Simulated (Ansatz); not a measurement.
# 1T-PbBrI bilayer (like faces together) in a perpendicular field, part 3 of 3

What dipole does a perpendicular field induce in the 1T-PbBrI bilayer (like faces together), and does the gap follow? A positive field points along +c.

Ansatz 0.2.0; plane-wave DFT, PBE-D4, Ansatz PAW (set soft_1); PAW set soft_1.

So far, gap along the path (eV): step 3 (single point, field 0) 2.67; step 4 (field 0.1 V/Å) 2.55; step 5 (field -0.1 V/Å) 2.64; step 6 (field 0.5 V/Å) 1.93; step 7 (field -0.3 V/Å) 2.35.

## (8) Response, atoms held

This step: plane-wave DFT, PBE-D4, Ansatz PAW (set soft_1); response to a field along the normal, atoms held; PAW set soft_1 (Ansatz 0.2.0).

The dipoles give the slope, and the difference of two potentials shows where the field is screened.

Numbers from this step:

```yaml
equivalent_conductor_thickness_p_eps_0ae: 10.37 Å
distance_between_the_outer_atoms: 9.986 Å
```

Dipole of the cell against applied field:

| applied field (V/Å) | dipole of the cell (e·Å) |
| --- | --- |
| -0.300 | -0.304 |
| -0.100 | -0.104 |
| 0.000 | -0.00440 |
| 0.100 | 0.0954 |
| 0.500 | 0.495 |

Local field over the applied field, running mean. From the potentials at -0.1 and 0.1 V/Å; running mean over 2.5 Å. Table of local field over applied field by z:

| z (Å) | local field over applied field |
| --- | --- |
| 4.5 | 0.999 |
| 5.0 | 0.996 |
| 5.5 | 0.987 |
| 6.0 | 0.964 |
| 6.5 | 0.906 |
| 7.0 | 0.795 |
| 7.5 | 0.641 |
| 8.0 | 0.469 |
| 8.5 | 0.305 |
| 9.0 | 0.178 |
| 9.5 | 0.113 |
| 10.0 | 0.0958 |
| 10.5 | 0.0969 |
| 11.0 | 0.107 |
| 11.5 | 0.129 |
| 12.0 | 0.167 |
| 12.5 | 0.235 |
| 13.0 | 0.329 |
| 13.5 | 0.400 |
| 14.0 | 0.423 |
| 14.5 | 0.399 |
| 15.0 | 0.327 |
| 15.5 | 0.233 |
| 16.0 | 0.165 |
| 16.5 | 0.129 |
| 17.0 | 0.107 |
| 17.5 | 0.0961 |
| 18.0 | 0.0954 |
| 18.5 | 0.113 |
| 19.0 | 0.181 |
| 19.5 | 0.309 |
| 20.0 | 0.474 |
| 20.5 | 0.646 |
| 21.0 | 0.799 |
| 21.5 | 0.908 |
| 22.0 | 0.965 |
| 22.5 | 0.988 |
| 23.0 | 0.996 |
| 23.5 | 0.999 |

Electrons, planar mean, per unit field. The induced electron density by z:

z (Å), induced electron density (e/Å³ per V/Å) and a bar from the least value:
```
      4.5    0.00000 ###############
      5.0    0.00002 ###############
      5.5    0.00006 ###############
      6.0    0.00017 ################
      6.5    0.00048 #################
      7.0    0.00123 #####################
      7.5    0.00258 ###########################
      8.0    0.00325 ##############################
      8.5    0.00172 #######################
      9.0    0.00085 ###################
      9.5    0.00009 ###############
     10.0   -0.00043 #############
     10.5   -0.00046 #############
     11.0    0.00017 ################
     11.5    0.00034 #################
     12.0   -0.00054 #############
     12.5   -0.00099 ##########
     13.0   -0.00165 #######
     13.5   -0.00204 ######
     14.0    0.00002 ###############
     14.5    0.00207 #########################
     15.0    0.00163 #######################
     15.5    0.00094 ###################
     16.0    0.00055 ##################
     16.5   -0.00034 #############
     17.0   -0.00015 ##############
     17.5    0.00046 #################
     18.0    0.00041 #################
     18.5   -0.00010 ###############
     19.0   -0.00089 ###########
     19.5   -0.00174 #######
     20.0   -0.00326 
     20.5   -0.00254 ###
     21.0   -0.00120 #########
     21.5   -0.00047 #############
     22.0   -0.00016 ##############
     22.5   -0.00005 ###############
     23.0   -0.00002 ###############
     23.5    0.00000 ###############
```

The smaller of the gaps on the path and on the k-mesh, counted as 0 under 0.03 eV. Table of gap by applied field:

```csv
applied field (V/Å),gap (eV)
-0.300,2.35
-0.100,2.64
0.000,2.67
0.100,2.55
0.500,1.93
```

By hand: between -0.1 and 0.1 V/Å the dipole changes by 0.1997 e·Å, a slope of 0.9984 e·Å²/V. A perfect conductor of thickness t has p = ε₀AEt, so t = 180.95 × 0.9984 / 17.422 = 10.37 Å (e/ε₀ = 180.95 V·Å, A in Å²).

The induced dipole is that of a conductor 10.37 Å thick.

## (9) A changed input

This step: plane-wave DFT, PBE-D4, Ansatz PAW (set soft_1) (Ansatz 0.2.0).

An input spoilt on purpose, to show how the run answers: it repeats the earlier run at 0.1 V/Å with efield.ramp_width from 0.065 to 0.9, and scf.max_iter set to 50.

Contents of input.yaml:

```yaml
crystal:
  lattice:
    - [4.4852746994, 0.0, 0.0]
    - [-2.2426373497, 3.8843618326, 0.0]
    - [0.0, 0.0, 27.9864934569]
  atoms:
    - { symbol: I, position: [0.6666666667, 0.3333333333, 0.3215836959] }
    - { symbol: Pb, position: [0.0, 0.0, 0.391182937] }
    - { symbol: Br, position: [0.3333333333, 0.6666666667, 0.4489608667] }
    - { symbol: I, position: [0.0, 0.0, 0.6784163041] }
    - { symbol: Pb, position: [0.3333333333, 0.6666666667, 0.6088454599] }
    - { symbol: Br, position: [0.6666666667, 0.3333333333, 0.5510701693] }
kpoints:
  mp_grid: { grid: [12, 12, 1] }
  band_path:
    path: [[0, 0, 0], [0.5, 0, 0], [0.33333333, 0.33333333, 0], [0, 0, 0]]
    npoints: 16
hamiltonian:
  xc: pbe
  dispersion: d4
  pseudopotentials: { kind: paw, azcp: { folder: soft_1 } }
scf:
  occupations: { method: fermi_dirac, width: 0.02585 }
  convergence: { dr2_threshold: 1.0e-10 }
  max_iter: 50
efield:
  axis: 3
  dipole_correction: true
  ramp_position: 0.9675
  ramp_width: 0.9
  amplitude: 0.1
output:
  write_potential: true
  write_density: true
  volumetric_format: npy
```

Command:

```console
ansatz run input.yaml --threads 4 --pin off --max-ram 6144MiB --backend cpu --events-out ev --progress --plain --runs-dir out
```

Numbers of over 12 decimals in the logs are rounded to 6 here.

What it wrote:

```text
Engine: ansatz 0.2.0, aarch64-unknown-linux-gnu
Pseudopotentials: kind: paw
Pseudopotential: I, paw, valence charge 17, recommended cutoff 420 eV (normal), soft_1/I.paw.azcp
Pseudopotential: Pb, paw, valence charge 14, recommended cutoff 420 eV (normal), soft_1/Pb.paw.azcp
Pseudopotential: Br, paw, valence charge 7, recommended cutoff 420 eV (normal), soft_1/Br.paw.azcp
Functional definition: PBE
  parameter kappa = 0.804
  parameter beta = 0.066725
  exchange = pbe_x(kappa = kappa, mu = beta*pi^2/3)
  correlation = pbe_c(beta = beta)
Crystal: 6 atoms, lattice volume = 487.593 Å³
Basis set: ecut = 420 eV, 9567 PW (Γ)
Bands: 46, of which v1, the nominal top of the filled ones, is band 38 counted from 1 (37 counted from 0)
Symmetry: 6 space group operations
Space group: P3m1 (ITA 156), of the structure as read, at distance tolerance 7.9e-5 Å
k-points: 19 of 144 (time reversal used)
Non-local potential: I, projectors of the file, l = 0: 2, l = 1: 2, l = 2: 2, l = 3: 1
Non-local potential: Pb, projectors of the file, l = 0: 2, l = 1: 2, l = 2: 2, l = 3: 1
Non-local potential: Br, projectors of the file, l = 0: 2, l = 1: 2, l = 2: 2
PAW form: soft (Blöchl's): semilocal exchange-correlation on the pseudo side does not see the compensation charge
PAW one-centre angular grid: I, 590 points (default); XC on 64 Gauss nodes
PAW one-centre angular grid: Pb, 590 points (default); XC on 64 Gauss nodes
PAW one-centre angular grid: Br, 110 points (default); XC on 64 Gauss nodes
Initial density: superposition of atomic densities (neutral atoms: chi_scale 0, normalization atom, screened)
Initial wavefunctions: pseudopotential atomic-orbital guess
Functional: x = pbe(κ = 0.804, μ = 0.219515), c = pbe(β = 0.066725)
Error: efield: ion 0 (I) at fractional coordinate 0.3216 along the field axis lies inside the sawtooth ramp with 2 of the planes that the density is read on at each end, [0.9571, 0.8779] — the ramp must sit in vacuum (an ion there feels the fictitious reversed slope); set or move the ramp (efield.ramp_position / ramp_width) or move the geometry
```

Run time: 0.32 s. Hardware: 4 threads of Arm Neoverse V1, shared host; peak memory 0.46 GiB.

The program refused the input before any cycle.

The program's message: “Error: efield: ion 0 (I) at fractional coordinate 0.3216 along the field axis lies inside the sawtooth ramp with 2 of the planes that the density is read on at each end, [0.9571, 0.8779] — the ramp mu …”

The fault put into the input: a ramp so wide that it reaches the atoms.

## (10) Varying the input

Another changed input: it repeats the earlier run at 0.1 V/Å with kpoints.mp_grid.grid from [12, 12, 1] to [10, 10, 1], scf.n_extra_bands to 2 and scf.convergence.dr2_threshold from 1e-10 to 1e-11.

input.yaml, as its differences from that of step 9:

```diff
@@ -13,3 +13,3 @@
 kpoints:
-  mp_grid: { grid: [12, 12, 1] }
+  mp_grid: { grid: [10, 10, 1] }
   band_path:
@@ -23,4 +23,4 @@
   occupations: { method: fermi_dirac, width: 0.02585 }
-  convergence: { dr2_threshold: 1.0e-10 }
-  max_iter: 50
+  convergence: { dr2_threshold: 1.0e-11 }
+  n_extra_bands: 2
 efield:
@@ -29,3 +29,3 @@
   ramp_position: 0.9675
-  ramp_width: 0.9
+  ramp_width: 0.065
   amplitude: 0.1
```

What it wrote:

```text
[...]
Crystal: 6 atoms, lattice volume = 487.593 Å³
Basis set: ecut = 420 eV, 9567 PW (Γ)
Bands: 40, of which v1, the nominal top of the filled ones, is band 38 counted from 1 (37 counted from 0)
Symmetry: 6 space group operations
[...]
k-points: 14 of 100 (time reversal used)
[...]
SCF iter  14: F=-44416.406938 eV  HF=-44416.406938 eV  |F-HF|=2.91e-11  |Δ(HF+E_count)|=  2.18e-11  Δρ=1.23e-8  dr2=1.50e-12  ethr=1.00e-12  p=0.095 e·Å  D=3.54e-2 V/Å  ΔV_dip=-0.99 eV  dr2_dipole=1.73e-13  V_vac-E_F(+/−)=5.88/4.32 eV  ⟨swp⟩=4.1  Hψ=1730  notcnv=0
SCF 1 converged in 14 iterations: F = -44416.406938 eV  dr2 = 1.50e-12
[...]
SCF converged after 14 iterations
Free energy (F): -44416.406938 eV
[...]
Internal energy: -44416.406938 eV  (E = F + TS)
E sigma→0 (E₀):  -44416.406938 eV
Fermi energy:    -0.068776 eV
Dipole field:    D = 0.035419 V/Å  (p = 0.095441 e·Å, saw-weighted, corrected)
Work function:   not extracted (applied field tilts the vacuum); planar V_es + V_field profile in the machine report
[...]
--- Band table (eV; the first three rows and the last of 14) ---
  k-point 0: bands = [... 34 lower, -1.9256, -1.6932, -1.6932, -1.5378, 1.1715, 1.4027]
  k-point 1: bands = [... 34 lower, -1.9594, -1.7288, -1.7170, -1.4271, 1.4277, 1.6600]
  k-point 2: bands = [... 34 lower, -2.0417, -1.8131, -1.6364, -1.4083, 1.6382, 1.9764]
  k-point 13: bands = [... 34 lower, -2.2873, -2.1776, -1.6611, -1.4337, 2.4481, 2.6267]
```

Elapsed: 20 s, on 4 threads; peak memory 0.97 GiB.

| quantity | this run | earlier run | difference |
| --- | --- | --- | --- |
| dipole along the normal (e·Å) | 0.09544 | 0.09544 | 2.1e-6 |
| gap along the path (eV) | 2.552 | 2.552 | -2.0e-6 |
| smallest direct gap along the path (eV) | 2.709 | 2.709 | -2.0e-6 |
| gap on the k-mesh (eV) | 2.562 | 2.558 | 0.0046 |

Nothing in the table moves by 0.01 in its unit (for the dipole 0.5 % and 5e-5 e·Å). The run took 14 SCF cycles against 13.

The change did no harm here.

## (11) What came out

| Quantity | Value |
| --- | --- |
| gap without field | 2.67 eV |
| ionisation energy, upper face | 6.53 eV |
| electron affinity, upper face | 3.86 eV |
| step between the vacuum levels | 0.0457 eV |
| equivalent conductor thickness, atoms held | 10.4 Å |

The induced dipole equals that of a perfect conductor 10.37 Å thick, while the outer atoms lie 9.99 Å apart; an out-of-plane ε follows only once a thickness t is chosen, by 1 − 1/ε = 10.37 Å / t. The two faces differ: the vacuum level above lies 0.05 eV higher than the one below. The gap goes from 2.67 eV to 1.93 eV at 0.5 V/Å. In a field the lowest empty level of a wide-gap layer can be a state in the vacuum, whose place depends on the cell. With the field reversed the gap is 2.35 eV at -0.3 V/Å. Semilocal functionals give gaps that are too small, and excitons are not included. Spin-orbit coupling is left out, which matters for the bands of elements this heavy.

[Logs are printed without paths, hosts, clocks, repeated set-up lines and the standing remarks that a program may print on its own settings, such as how far it seeks lower states.]

[Hosts, paths, dates, database ids (printed as entryN), source tags and the programs' standing remarks are cut or masked in the printed files.]

[Maps of the electrostatic potential energy from Ansatz leave out the sawtooth potential of an applied field or a dipole correction, so their vacuum need not be flat; planar profiles and work functions include it.]
